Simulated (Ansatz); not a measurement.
**ZrAsPb (model structure): optical spectrum from first principles**

What colour and refractive index does ZrAsPb (model structure) have at this level of theory? The structure is a model and need not exist. It was built so: All Ge replaced by Pb and Sb replaced by As in the P4/nmm structure of ZrGeSb.

Main program and level: Ansatz 0.2.0; DFT, PBE, plane-wave PAW, default files, scalar-relativistic, independent-particle optical response without local fields.

## Step 1: Set-up

Symmetry: P4/nmm, No. 129, tetragonal system. The conventional cell has a = 3.869 Å, b = 3.869 Å, c = 8.824 Å, α = 90.00°, β = 90.00°, γ = 90.00°. Nearest to Pb lie 4 Pb at 2.74 Å and 4 Zr at 2.93 Å. Nearest to Zr lie 4 Pb at 2.93 Å and 5 As at 3.00 to 3.20 Å. As has 5 Zr at 3.00 to 3.20 Å nearest. Farther neighbours, and contacts between anions beyond the nearest, are not listed.

## Step 2: Relaxation

The structure was built or cut out here, so it is relaxed before any spectrum is computed.

This step: DFT, PBE, plane-wave PAW, default files, scalar-relativistic, relaxation (Ansatz 0.2.0).

Input file input.yaml:

```yaml
crystal:
  lattice:
    - [3.86917905, 0.0, 0.0]
    - [0.0, 3.86917905, 0.0]
    - [0.0, 0.0, 8.82358829]
  atoms:
    - { symbol: Pb, position: [0.0, 0.0, 0.0] }
    - { symbol: Pb, position: [0.5, 0.5, 0.0] }
    - { symbol: Zr, position: [0.0, 0.5, 0.75058929] }
    - { symbol: Zr, position: [0.5, 0.0, 0.24941071] }
    - { symbol: As, position: [0.0, 0.5, 0.38832534] }
    - { symbol: As, position: [0.5, 0.0, 0.61167466] }
kpoints:
  mp_grid: { grid: [6, 6, 3] }
scf:
  occupations: { method: fermi_dirac, width: 0.05 }
hamiltonian:
  xc: pbe
  pseudopotentials: { kind: paw }
output:
  forces: true
  stress: true
relax:
  f_tol: 0.02
  max_steps: 50
  cell: {}
```

Run with:

```sh
$ ansatz run input.yaml --threads 2 --pin off --max-ram 5120MiB --backend cpu --events-out ev --progress --plain --runs-dir out
```

Output:

```text
Engine: ansatz 0.2.0, aarch64-unknown-linux-gnu
Pseudopotentials: kind: paw
Pseudopotential: Pb, paw, valence charge 14, recommended cutoff 420 eV (normal), Pb.paw.azcp
Pseudopotential: Zr, paw, valence charge 12, recommended cutoff 420 eV (normal), Zr.paw.azcp
Pseudopotential: As, paw, valence charge 15, recommended cutoff 420 eV (normal), As.paw.azcp
Functional definition: PBE
  parameter kappa = 0.804
  parameter beta = 0.066725
  exchange = pbe_x(kappa = kappa, mu = beta*pi^2/3)
  correlation = pbe_c(beta = beta)
Crystal: 6 atoms, lattice volume = 132.094 Å³
Basis set: ecut = 420 eV, 2637 PW (Γ), exchange–correlation on 54×54×120 points (8 copies of the dense FFT grid, shifted against one another)
Bands: 50, of which v1, the nominal top of the filled ones, is band 41 counted from 1 (40 counted from 0)
Symmetry: 16 space group operations
Space group: P4/nmm (ITA 129), of the structure as read, at distance tolerance 5.1e-5 Å
k-points: 20 of 108
Non-local potential: Pb, projectors of the file, l = 0: 2, l = 1: 2, l = 2: 2, l = 3: 2
Non-local potential: Zr, projectors of the file, l = 0: 3, l = 1: 2, l = 2: 2, l = 3: 2
Non-local potential: As, projectors of the file, l = 0: 2, l = 1: 2, l = 2: 3, l = 3: 1
PAW form: soft (Blöchl's): semilocal exchange-correlation on the pseudo side does not see the compensation charge
PAW one-centre angular grid: Pb, 590 points (default); XC on 64 Gauss nodes
PAW one-centre angular grid: Zr, 590 points (default); XC on 64 Gauss nodes
PAW one-centre angular grid: As, 590 points (default); XC on 64 Gauss nodes
Initial density: superposition of atomic densities (neutral atoms: chi_scale 0, normalization atom), corrected by the library's trained network
Initial wavefunctions: pseudopotential atomic-orbital guess
Functional: x = pbe(κ = 0.804, μ = 0.219515), c = pbe(β = 0.066725)
SCF iter   1: F=—  HF=-41892.386225 eV  |F-HF|=—  |Δ(HF+E_count)|=         —  Δρ=3.42e-3  dr2=2.39e-2  ethr=1.77e-3  ⟨swp⟩=7.0  Hψ=4351  notcnv=0  defer=3
preconditioner: auto → Kerker (q_TF=auto, 2.520 Å⁻¹)  [metal: Δε(μ)=0.039 eV  Ē_g=12.536 eV  σ=0.050 eV  W_gap=0.19  n_scr=38 (ndim 8)  ℏωp=21.9 eV  f_vac=0.000  D(μ)=3.08/eV (n_scr^D=16)]
SCF iter   2: F=—  HF=-41892.387338 eV  |F-HF|=—  |Δ(HF+E_count)|=   1.11e-3  Δρ=2.11e-3  dr2=1.09e-2  ethr=2.92e-5  ⟨swp⟩=2.0  Hψ=1442  notcnv=0  defer=28
SCF iter   3: F=—  HF=-41892.387666 eV  |F-HF|=—  |Δ(HF+E_count)|=   3.28e-4  Δρ=3.58e-4  dr2=1.22e-3  ethr=1.33e-5  ⟨swp⟩=2.0  Hψ=1185  notcnv=0  defer=28
SCF iter   4: F=—  HF=-41892.387547 eV  |F-HF|=—  |Δ(HF+E_count)|=   1.19e-4  Δρ=2.11e-4  dr2=1.47e-4  ethr=1.49e-6  ⟨swp⟩=2.0  Hψ=1073  notcnv=0  defer=28
SCF iter   5: F=—  HF=-41892.387556 eV  |F-HF|=—  |Δ(HF+E_count)|=   9.35e-6  Δρ=8.52e-5  dr2=3.79e-5  ethr=1.79e-7  ⟨swp⟩=2.0  Hψ=1746  notcnv=0  defer=28
SCF iter   6: F=—  HF=-41892.387544 eV  |F-HF|=—  |Δ(HF+E_count)|=   1.22e-5  Δρ=3.83e-5  dr2=2.16e-6  ethr=4.62e-8  ⟨swp⟩=2.0  Hψ=1750  notcnv=0  defer=28
SCF iter   7: F=—  HF=-41892.387544 eV  |F-HF|=—  |Δ(HF+E_count)|=   8.71e-8  Δρ=8.00e-6  dr2=1.13e-7  ethr=2.63e-9  ⟨swp⟩=2.0  Hψ=1204  notcnv=0  defer=28
SCF iter   8: F=-41892.387544 eV  HF=-41892.387544 eV  |F-HF|=6.04e-9  |Δ(HF+E_count)|=   6.06e-9  Δρ=2.52e-6  dr2=1.02e-8  ethr=1.22e-10  ⟨swp⟩=4.8  Hψ=3215  notcnv=0
SCF 1 converged in 8 iterations: F = -41892.387544 eV  dr2 = 1.02e-8
  greatest PAW one-centre occupation: 0.999 electrons in one spin orbital (limit 2), on the As atom at site 5 (counted from 0), in its partial waves of l = 2
relax step   1: F+E_penalty+E_count = -41892.38754434 eV  Δ(F+E_penalty+E_count) = +0.000e0 eV  max|allowed force component| = 4.478e0 eV/Å  Δτ_max = 0.0000 Å  P = +10.453 GPa  Ω = 132.094 Å³  (8 SCF iters, dr2 threshold 1.00e-7 eV, accepted)
Crystal: 6 atoms, lattice volume = 137.947 Å³
Basis set: ecut = 420 eV, 2709 PW (Γ), exchange–correlation on 54×54×120 points (8 copies of the dense FFT grid, shifted against one another)
Initial density: handed on by an earlier stage of this run
Initial wavefunctions: those handed on with the density
SCF iter   1: F=—  HF=-41894.358952 eV  |F-HF|=—  |Δ(HF+E_count)|=         —  Δρ=1.79e-2  dr2=3.43e0  ethr=3.10e-3  ⟨swp⟩=8.5  Hψ=4457  notcnv=0  defer=3
preconditioner: auto → Kerker (q_TF=auto, 2.502 Å⁻¹)  [metal: Δε(μ)=0.040 eV  Ē_g=12.171 eV  σ=0.050 eV  W_gap=0.19  n_scr=38 (ndim 8)  ℏωp=21.4 eV  f_vac=0.000  D(μ)=2.62/eV (n_scr^D=16)]
SCF iter   2: F=—  HF=-41894.087352 eV  |F-HF|=—  |Δ(HF+E_count)|=   2.72e-1  Δρ=9.57e-3  dr2=1.39e0  ethr=3.10e-3  ⟨swp⟩=1.9  Hψ=1232  notcnv=0  defer=25
preconditioner: auto → Resta (q_TF=auto, 2.502 Å⁻¹)  ε∞=4.1  [insulator: Δε(μ)=0.135 eV  Ē_g=12.119 eV  σ=0.050 eV  W_gap=0.59  n_scr=38 (ndim 8)  ℏωp=21.4 eV  f_vac=0.000  D(μ)=2.36/eV (n_scr^D=16)  ε∞_Penn≈4.1]
SCF iter   3: F=—  HF=-41893.902570 eV  |F-HF|=—  |Δ(HF+E_count)|=   1.85e-1  Δρ=3.21e-3  dr2=1.57e-2  ethr=1.69e-3  ⟨swp⟩=3.0  Hψ=1351  notcnv=0  defer=42
SCF iter   4: F=—  HF=-41893.889795 eV  |F-HF|=—  |Δ(HF+E_count)|=   1.28e-2  Δρ=1.36e-3  dr2=3.14e-3  ethr=1.92e-5  ⟨swp⟩=2.3  Hψ=2065  notcnv=0  defer=41
SCF iter   5: F=—  HF=-41893.888582 eV  |F-HF|=—  |Δ(HF+E_count)|=   1.21e-3  Δρ=4.78e-4  dr2=3.79e-4  ethr=3.83e-6  ⟨swp⟩=2.0  Hψ=1736  notcnv=0  defer=41
SCF iter   6: F=—  HF=-41893.888556 eV  |F-HF|=—  |Δ(HF+E_count)|=   2.55e-5  Δρ=8.52e-5  dr2=1.15e-5  ethr=4.62e-7  ⟨swp⟩=2.0  Hψ=1211  notcnv=0  defer=41
SCF iter   7: F=-41893.888560 eV  HF=-41893.888560 eV  |F-HF|=1.08e-7  |Δ(HF+E_count)|=   3.30e-6  Δρ=1.94e-5  dr2=5.44e-7  ethr=7.32e-10  ⟨swp⟩=4.1  Hψ=4584  notcnv=0
SCF 2 converged in 7 iterations: F = -41893.888560 eV  dr2 = 5.44e-7
relax step   2: F+E_penalty+E_count = -41893.88855966 eV  Δ(F+E_penalty+E_count) = -1.501e0 eV  max|allowed force component| = 1.910e0 eV/Å  Δτ_max = 0.1970 Å  P = +2.590 GPa  Ω = 137.947 Å³  energy of the carried Pulay correction = -9.014e-4 eV  (7 SCF iters, dr2 threshold 6.00e-7 eV, accepted)
Crystal: 6 atoms, lattice volume = 137.112 Å³
Basis set: ecut = 420 eV, 2701 PW (Γ), exchange–correlation on 54×54×120 points (8 copies of the dense FFT grid, shifted against one another)
iter 1 solved again at ethr=2.18e-3 eV; its pass at ethr=3.10e-3 eV (dr2=1.79e0 eV) is discarded
SCF iter   1: F=—  HF=-41894.797555 eV  |F-HF|=—  |Δ(HF+E_count)|=         —  Δρ=1.47e-2  dr2=1.79e0  ethr=2.18e-3  ⟨swp⟩=1.3  Hψ=5628  notcnv=0
preconditioner: auto → Kerker (q_TF=auto, 2.504 Å⁻¹)  [metal: Δε(μ)=0.032 eV  Ē_g=11.985 eV  σ=0.050 eV  W_gap=0.16  n_scr=38 (ndim 8)  ℏωp=21.5 eV  f_vac=0.000  D(μ)=2.82/eV (n_scr^D=16)]
[...]
SCF 3 converged in 8 iterations: F = -41894.511365 eV  dr2 = 3.00e-7
relax step   3: F+E_penalty+E_count = -41894.51136544 eV  Δ(F+E_penalty+E_count) = -6.228e-1 eV  max|allowed force component| = 6.586e-1 eV/Å  Δτ_max = 0.1771 Å  P = +2.291 GPa  Ω = 137.112 Å³  energy of the carried Pulay correction = -7.752e-4 eV  (8 SCF iters, dr2 threshold 6.00e-7 eV, accepted)
[... from here on, the SCF cycles and remarks between the steps are left out ...]
relax step   4: F+E_penalty+E_count = -41894.60619731 eV  Δ(F+E_penalty+E_count) = -9.483e-2 eV  max|allowed force component| = 3.605e-1 eV/Å  Δτ_max = 0.0670 Å  P = +0.866 GPa  Ω = 139.508 Å³  energy of the carried Pulay correction = -1.135e-3 eV  (8 SCF iters, dr2 threshold 6.00e-7 eV, accepted)
relax step   5: F+E_penalty+E_count = -41894.65176772 eV  Δ(F+E_penalty+E_count) = -4.557e-2 eV  max|allowed force component| = 6.468e-2 eV/Å  Δτ_max = 0.1000 Å  P = +0.751 GPa  Ω = 140.765 Å³  energy of the carried Pulay correction = -1.322e-3 eV  (8 SCF iters, dr2 threshold 6.00e-7 eV, accepted)
relax step   6: F+E_penalty+E_count = -41894.67044220 eV  Δ(F+E_penalty+E_count) = -1.867e-2 eV  max|allowed force component| = 1.348e-1 eV/Å  Δτ_max = 0.0480 Å  P = -0.219 GPa  Ω = 142.757 Å³  energy of the carried Pulay correction = -1.614e-3 eV  (8 SCF iters, dr2 threshold 6.00e-7 eV, accepted)
relax step   7: F+E_penalty+E_count = -41894.72985368 eV  Δ(F+E_penalty+E_count) = -5.941e-2 eV  max|allowed force component| = 4.050e-2 eV/Å  Δτ_max = 0.1940 Å  P = -1.369 GPa  Ω = 146.110 Å³  energy of the carried Pulay correction = -2.095e-3 eV  (8 SCF iters, dr2 threshold 6.00e-7 eV, accepted)
relax step   8: F+E_penalty+E_count = -41894.72983269 eV  Δ(F+E_penalty+E_count) = +2.099e-5 eV  max|allowed force component| = 2.339e-1 eV/Å  Δτ_max = 0.0731 Å  P = -0.360 GPa  Ω = 143.825 Å³  energy of the carried Pulay correction = -1.768e-3 eV  (6 SCF iters, dr2 threshold 6.00e-7 eV, rejected (line search))
relax step   9: F+E_penalty+E_count = -41894.74692343 eV  Δ(F+E_penalty+E_count) = -1.707e-2 eV  max|allowed force component| = 3.989e-2 eV/Å  Δτ_max = 0.0209 Å  P = -0.297 GPa  Ω = 144.274 Å³  energy of the carried Pulay correction = -1.833e-3 eV  (9 SCF iters, accepted)
relax step  10: F+E_penalty+E_count = -41894.74950779 eV  Δ(F+E_penalty+E_count) = -2.584e-3 eV  max|allowed force component| = 5.736e-2 eV/Å  Δτ_max = 0.0160 Å  P = +0.102 GPa  Ω = 143.625 Å³  energy of the carried Pulay correction = -1.739e-3 eV  (6 SCF iters, dr2 threshold 6.00e-7 eV, accepted)
relax step  11: F+E_penalty+E_count = -41894.75037100 eV  Δ(F+E_penalty+E_count) = -8.632e-4 eV  max|allowed force component| = 1.670e-2 eV/Å  Δτ_max = 0.0131 Å  P = +0.136 GPa  Ω = 143.878 Å³  energy of the carried Pulay correction = -1.776e-3 eV  (6 SCF iters, dr2 threshold 2.06e-7 eV, accepted)
relax step  12: F+E_penalty+E_count = -41894.75047111 eV  Δ(F+E_penalty+E_count) = -1.001e-4 eV  max|allowed force component| = 3.637e-3 eV/Å  Δτ_max = 0.0021 Å  P = -0.007 GPa  Ω = 144.173 Å³  energy of the carried Pulay correction = -1.818e-3 eV  (6 SCF iters, dr2 threshold 9.04e-8 eV, accepted)
Basis set: ecut = 420 eV, 2805 PW (Γ), exchange–correlation on 60×60×120 points (8 copies of the dense FFT grid, shifted against one another)
Initial wavefunctions: pseudopotential atomic-orbital guess (no wavefunctions were taken with the density)
iter 1 solved again at ethr=1.76e-8 eV; its pass at ethr=3.10e-3 eV (dr2=1.45e-5 eV) is discarded
SCF iter   1: F=—  HF=-41894.753254 eV  |F-HF|=—  |Δ(HF+E_count)|=         —  Δρ=1.42e-4  dr2=3.67e-6  ethr=1.76e-8  ⟨swp⟩=4.2  Hψ=7258  notcnv=0
preconditioner: auto → Kerker (q_TF=auto, 2.483 Å⁻¹)  [metal: Δε(μ)=0.115 eV  Ē_g=11.862 eV  σ=0.050 eV  W_gap=0.46  n_scr=38 (ndim 8)  ℏωp=21.0 eV  f_vac=0.000  D(μ)=2.09/eV (n_scr^D=8)]
SCF iter   2: F=—  HF=-41894.753308 eV  |F-HF|=—  |Δ(HF+E_count)|=   5.40e-5  Δρ=7.54e-5  dr2=1.03e-6  ethr=4.48e-9  ⟨swp⟩=3.0  Hψ=1832  notcnv=0
SCF iter   3: F=—  HF=-41894.753318 eV  |F-HF|=—  |Δ(HF+E_count)|=   1.07e-5  Δρ=9.48e-6  dr2=3.20e-8  ethr=1.26e-9  ⟨swp⟩=2.1  Hψ=1549  notcnv=0
SCF iter   4: F=—  HF=-41894.753318 eV  |F-HF|=—  |Δ(HF+E_count)|=   8.10e-8  Δρ=2.44e-6  dr2=4.91e-9  ethr=3.90e-11  ⟨swp⟩=2.0  Hψ=1779  notcnv=0
SCF iter   5: F=—  HF=-41894.753318 eV  |F-HF|=—  |Δ(HF+E_count)|=  8.73e-11  Δρ=5.23e-7  dr2=4.81e-10  ethr=5.99e-12  ⟨swp⟩=2.0  Hψ=1776  notcnv=0
SCF iter   6: F=-41894.753318 eV  HF=-41894.753318 eV  |F-HF|=1.46e-11  |Δ(HF+E_count)|=  7.28e-12  Δρ=1.04e-7  dr2=3.79e-11  ethr=1.00e-12  ⟨swp⟩=5.0  Hψ=3752  notcnv=0
SCF 13 converged in 6 iterations: F = -41894.753318 eV  dr2 = 3.79e-11
relax step  13: F+E_penalty+E_count = -41894.75331838 eV  Δ(F+E_penalty+E_count) = -2.847e-3 eV  max|allowed force component| = 3.708e-3 eV/Å  Δτ_max = 0.0000 Å  P = +0.009 GPa  Ω = 144.173 Å³  stress off target by 2.67e-2 GPa  SCF on the basis re-selected at this cell (its energy is not comparable with the rows above)  (6 SCF iters)
basis re-selected at this cell: Δ(F+E_penalty+E_count) = -2.847e-3 eV, ΔP = +0.016 GPa vs the last step (what re-selecting the basis moved, of the pressure what is left beyond the Pulay correction that the steps carried, after the strain that the cell walked since its last selection, with what the two solves' SCF thresholds leave and, on support functions, any second-order correction that the steps lacked; it is no measure of the basis error at this ecutwfc). The dense FFT grid was sized anew with the basis: this SCF ran on 30×30×60 points, the steps before it on 27×27×60, so part of this shift can come from that change (see relax.cell in the input reference). [rest of the remark cut]
SCF converged after 6 iterations
Free energy (F): -41894.753318 eV
Harris-Foulkes:  -41894.753318 eV  (|F-HF|=1.46e-11)
Internal energy: -41894.735151 eV  (E = F + TS)
E sigma→0 (E₀):  -41894.744235 eV
Entropy (-TS):   -0.018167 eV (-3.028 meV/atom)
Fermi energy:    12.662861 eV
--- Per-component energies (eV) ---
  E_band       = -674.832968
  E_kinetic    = 1451.205142
  E_local      = -6628.228095  (includes V_loc(G=0)·N_el)
  E_nonlocal   = -481.133168
  E_hartree    = 3080.945676
  E_xc         = -923.402995
  E_vxc        = -805.966477  (∫ρ·V_xc dr)
  E_paw        = -30393.395276  (= ΣΔE_a)
  E_vpaw       = -372.601805  (= ΣTr[D̂ρ^β])
  E_aug_tail   = 0.000160  (compensation charges beyond the density's cutoff)
  E_ewald      = -8000.726595
  E_smearing   = -0.018167  (= −TS)
  E_closure    = 0.000000  (closes the sum)
  Σ components = -41894.753318   (vs F -41894.753318, Δ=0.00e0)
--- Forces (eV/Å), atoms counted from 1 ---
  atom   1  Pb     0.00000000     0.00000000     0.00000000
  atom   2  Pb     0.00000000     0.00000000     0.00000000
  atom   3  Zr     0.00000000     0.00000000    -0.00370769
  atom   4  Zr     0.00000000     0.00000000     0.00370769
  atom   5  As     0.00000000     0.00000000    -0.00325736
  atom   6  As     0.00000000     0.00000000     0.00325736
  max |Σ_I F_I| component: 4.34e-19 eV/Å
--- Stress (GPa, compression-positive) ---
        0.026387       0.000000       0.000000
        0.000000       0.026387       0.000000
        0.000000       0.000000      -0.026715
  P = ⅓ Tr σ = 0.0087 GPa (0.087 kbar)
--- Relaxed structure (12 steps of the walk, 11 accepted, 1 SCFs on fresh bases) ---
  F+E_penalty+E_count = -41894.75331838 eV   max|allowed force component| = 3.708e-3 eV/Å   (the final SCF, on the basis selected at the relaxed cell)
  cell:  # Å, volume = 144.1733 Å³
    - [4.114996, 0, 0.0]
    - [0, 4.114996, 0.0]
    - [0.0, 0.0, 8.514241]
  atoms:
    - { symbol: Pb, position: [0, 0, -5.201726e-19] }
    - { symbol: Pb, position: [0.5, 0.5, -5.201726e-19] }
    - { symbol: Zr, position: [0, 0.5, 0.659970] }
    - { symbol: Zr, position: [0.5, 0, 0.340030] }
    - { symbol: As, position: [0, 0.5, 0.350498] }
    - { symbol: As, position: [0.5, 0, 0.649502] }
```

Wall time 47 s (2 threads of Arm Neoverse V2, shared host); peak memory 0.51 GiB; 92 s of CPU time.

In the SCF lines HF is the Harris–Foulkes energy and dr2 the Hartree energy of the density residual, in eV; the loop may stop once dr2 is under the threshold and the program's other checks hold. Hψ counts applications of the Hamiltonian.

Relaxation path:

```
step  energy less that of the first step (eV)  largest force component (eV/Å)  pressure (GPa)  volume (Å³)
   1                                   0.0000                          4.4784           10.45       132.09
   2                                  -1.5010                          1.9099            2.59       137.95
   3                                  -2.1238                          0.6586            2.29       137.11
   4                                  -2.2187                          0.3605            0.87       139.51
   5                                  -2.2642                          0.0647            0.75       140.76
   6                                  -2.2829                          0.1348           -0.22       142.76
   7                                  -2.3423                          0.0405           -1.37       146.11
   8                                  -2.3423                          0.2339           -0.36       143.82
   9                                  -2.3594                          0.0399           -0.30       144.27
  10                                  -2.3620                          0.0574            0.10       143.63
  11                                  -2.3628                          0.0167            0.14       143.88
  12                                  -2.3629                          0.0036           -0.01       144.17
 13*                                  -2.3658                          0.0037            0.01       144.17
```

Relaxation steps marked * repeat the geometry before them on a plane-wave basis chosen anew for their cell, so energy and pressure can jump there. Relaxation step 8 was tried and not accepted.

Forces are held to the 16 operations that the program found; a distortion that breaks them can't arise in this run.

```csv
"conventional cell, symmetrised",before,after,change
a (Å),3.869,4.115,+6.4 %
b (Å),3.869,4.115,+6.4 %
c (Å),8.824,8.514,-3.5 %
volume (Å³/atom),22.02,24.03,+9.1 %
```

The atoms that moved most (Å, as changes of fractional coordinates times the final cell):

| atom | dx | dy | dz | length |
| --- | --- | --- | --- | --- |
| Zr4 | 0.000 | 0.000 | 0.772 | 0.772 |
| Zr3 | 0.000 | 0.000 | -0.772 | 0.772 |
| As6 | 0.000 | 0.000 | 0.322 | 0.322 |
| As5 | 0.000 | 0.000 | -0.322 | 0.322 |

The relaxed structure:

```xyz
6
Lattice="4.1150 0.0000 0.0000 0.0000 4.1150 0.0000 0.0000 0.0000 8.5142" Properties=species:S:1:pos:R:3 pbc="T T T"
Pb    0.0000    0.0000    0.0000
Pb    2.0575    2.0575    0.0000
Zr    0.0000    2.0575    5.6191
Zr    2.0575    0.0000    2.8951
As    0.0000    2.0575    2.9842
As    2.0575    0.0000    5.5300
```

The relaxation ends with a largest force component of 0.0037 eV/Å and a pressure of 0.01 GPa.

(Part 1 of 2 ends here.)

[Long decimals in the printed logs are rounded to 6 places.]

[Logs are printed without paths, hosts, clocks, repeated set-up lines and the standing remarks that a program may print on its own settings, such as how far it seeks lower states.]

[Hosts, paths, dates, database ids (printed as entryN), source tags and the programs' standing remarks are cut or masked in the printed files.]

[Where the starting crystal was built by hand or by swapping elements, it need not be the compound's stable phase.]

[The count of steps not shown may lack steps that the program refused or didn't finish.]
